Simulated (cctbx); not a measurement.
# Lattice, Laue class and space group of a new crystal

Cell: a = 9.9950 Å, b = 10.4440 Å, c = 10.4520 Å, α = 90.00°, β = 90.00°, γ = 90.00°. Expected content of the cell: Tb24 Sn2 In2 Mg8.

Simulated single-crystal data (cctbx): Mo Kα, λ = 0.71073 Å, to d = 0.6 Å, 95 % of the full sphere, strongest reflection 40000 counts, noise from counting, a 2 % proportional error and a noise floor of 2 counts (s.d.); no absorption, some extinction.

Tests on the unmerged data give:

```text
20052 reflections to d = 0.600 A
centring   violations  <I/sigma> of those
    A       4525 of 10025     11.4
    B       4490 of 10041     10.4
    C       4583 of 10032     11.4
    I          1 of 10062      0.0
    R       6094 of 13368     11.5
    F       6799 of 15049     11.1
Laue class    unique    Rint  (classes that these axes allow; Friedel mates merged)
I 1 2/m 1        2756   0.018
I 1 1 2/m        2756   0.018
I 2/m 1 1        2761   0.019
I m m m          1499   0.020
space group    extra absences  I>4sigma  <I/sigma>
I 2 2 2                 0          0         -  acentric
I 21 21 21              0          0         -  acentric
I m m 2                 0          0         -  acentric
I 2 m m                 0          0         -  acentric
I m 2 m                 0          0         -  acentric
I m m m                 0          0         -  centric
Wilson B = 0.41 A^2   <|E^2-1|> = 0.863 (0.968 centric, 0.736 acentric)   E^2>4: 2.8 %
shell (A)         n   <I/sigma>
 7.39 - 1.20    215     65.0
 1.20 - 0.95    192     62.2
 0.95 - 0.83    182     61.9
 0.83 - 0.76    183     51.5
 0.76 - 0.70    186     53.1
 0.70 - 0.66    186     49.8
 0.66 - 0.63    176     47.1
 0.63 - 0.60    179     50.1
```

Q: Read the symmetry from these tables.

The reflections that I centring forbids are absent (⟨I/σ⟩ near 0), so the lattice is I.

Rint stays low (0.018 to 0.020) up to I m m m, the highest class in these axes.

6 settings pass the absence test. No glide or screw absences show, which leaves I 2 2 2, I 21 21 21, I m m 2, I 2 m m, I m 2 m and I m m m.

⟨|E²−1|⟩ = 0.863 lies between the two ideal values. The Wilson B of 0.41 Å² means U ≈ 0.0052 Å².

The true group is Immm (no. 71), Laue class mmm, centrosymmetric. The tables only narrow the choice to the tied entries; cell content, site symmetry and trial solutions must settle it.

The model was made for the exercise: a known structure type with other elements put in, its volume estimated, not relaxed; displacement parameters are assumed.

[Logs are printed without paths, hosts, clocks, repeated set-up lines and the standing remarks that a program may print on its own settings, such as how far it seeks lower states.]
